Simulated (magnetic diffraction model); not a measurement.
## Which magnetic order? Pr2WS2O4

Space group Aea2 (no. 41), a = 5.8100 Å, b = 17.1270 Å, c = 5.7680 Å.

```
site  atom       x       y       z
  4a     W     1/2       0  0.5027
  8b    Pr  0.9873  0.3271  0.0147
  8b     S  0.2437  0.2514  0.2268
  8b     O  0.5387  0.3916  0.9251
  8b     O  0.7280  0.0118  0.1981
```

The compound is invented for this exercise: a known structure type with other elements, its cell scaled to their sizes and not relaxed.

Only Pr is taken to order (form factors of Pr3+); orders and moment sizes are assumed, and not adapted to the symmetry. Radiation: neutrons of λ = 2.0775 Å, 8° to 40°; isotropic B of 0.43 Å² (W), 0.35 Å² (Pr), 0.71 Å² (S) and 0.71 Å² (O). Simulated constant-wavelength pattern: nuclear and magnetic terms add, the magnetic one as |2.695 fm × Σ f S⊥ exp(2πi Q·r) exp(−B s²)|², summed over all Q at one angle with the factor 1/(sin²θ cos θ). For collinear order S is the moment m, which repeats by lattice and centring translations R with the sign exp(−2πi k·R). Free-ion form factors, Sears's scattering lengths of 1992, no absorption; a label names one of the reflections at its angle. The strongest nuclear line in the range is 100, and lines under 0.2 are left out.

Above the ordering temperature:

```tsv
2θ (°)	index	I
13.93	(0 2 0)	73.6
24.95	(1 2 0)	1.8
28.08	(0 4 0)	18.1
30.25	(1 1 1)	100.0
35.08	(1 4 0)	2.9
36.39	(1 3 1)	60.5
```

Below it (cell unchanged):

```
2θ (°)      I
 13.93   73.6
 21.77    1.0
 24.95    1.8
 28.08   18.1
 29.40  114.3
 30.25  100.0
 32.67   47.8
 35.08    2.9
 36.39   60.5
```

**Question.** Find the propagation vector, then choose among these models:
A. collinear moments along [010], 2.8 μB on Pr; signs + at (0.9873, 0.3271, 0.0147), − at (0.4873, 0.1729, 0.0147), − at (0.0127, 0.1729, 0.5147), + at (0.5127, 0.3271, 0.5147)
B. collinear moments along [001], 2.8 μB on Pr; signs + at (0.9873, 0.3271, 0.0147), − at (0.4873, 0.1729, 0.0147), − at (0.0127, 0.1729, 0.5147), + at (0.5127, 0.3271, 0.5147)
C. collinear moments along [010], 2.8 μB on Pr; signs + at (0.9873, 0.3271, 0.0147), + at (0.4873, 0.1729, 0.0147), − at (0.0127, 0.1729, 0.5147), − at (0.5127, 0.3271, 0.5147)
D. collinear moments along [001], 2.8 μB on Pr; signs + at (0.9873, 0.3271, 0.0147), + at (0.4873, 0.1729, 0.0147), − at (0.0127, 0.1729, 0.5147), − at (0.5127, 0.3271, 0.5147)

The new lines index as (1 1 0) at 21.77°, (1 0 1) at 29.40° and (1 2 1) at 32.67°, that is as H ± k with k = (0 1 0). The indices are whole but break the lattice centring, so the moments reverse under a centring translation, those with k·t a half-integer.

Magnetic intensity, observed (below minus above) and for each model:

| 2θ (°) | index | observed | A | B | C | D |
| --- | --- | --- | --- | --- | --- | --- |
| 20.75 | (0 0 1) | <0.2 | <0.2 | <0.2 | 118.3 | <0.2 |
| 20.97 | (0 3 0) | <0.2 | <0.2 | 114.2 | <0.2 | <0.2 |
| 21.77 | (1 1 0) | 1.0 | 1.0 | 1.1 | 41.5 | 46.2 |
| 25.08 | (0 2 1) | <0.2 | <0.2 | <0.2 | 35.3 | 16.0 |
| 29.40 | (1 0 1) | 114.3 | 114.3 | 56.8 | <0.2 | <0.2 |
| 29.56 | (1 3 0) | <0.2 | <0.2 | <0.2 | 54.8 | 111.5 |
| 32.67 | (1 2 1) | 47.8 | 47.8 | 34.7 | 0.7 | 0.5 |
| 35.31 | (0 5 0) | <0.2 | <0.2 | 17.0 | <0.2 | <0.2 |

Model A matches.

The absence at (0 0 1) is telling: the sublattices cancel there.

The structure used: k = (0 1 0), collinear moments along [010], 2.8 μB on Pr; signs + at (0.9873, 0.3271, 0.0147), − at (0.4873, 0.1729, 0.0147), − at (0.0127, 0.1729, 0.5147), + at (0.5127, 0.3271, 0.5147).

[Logs are printed without paths, hosts, clocks, repeated set-up lines and the standing remarks that a program may print on its own settings, such as how far it seeks lower states.]
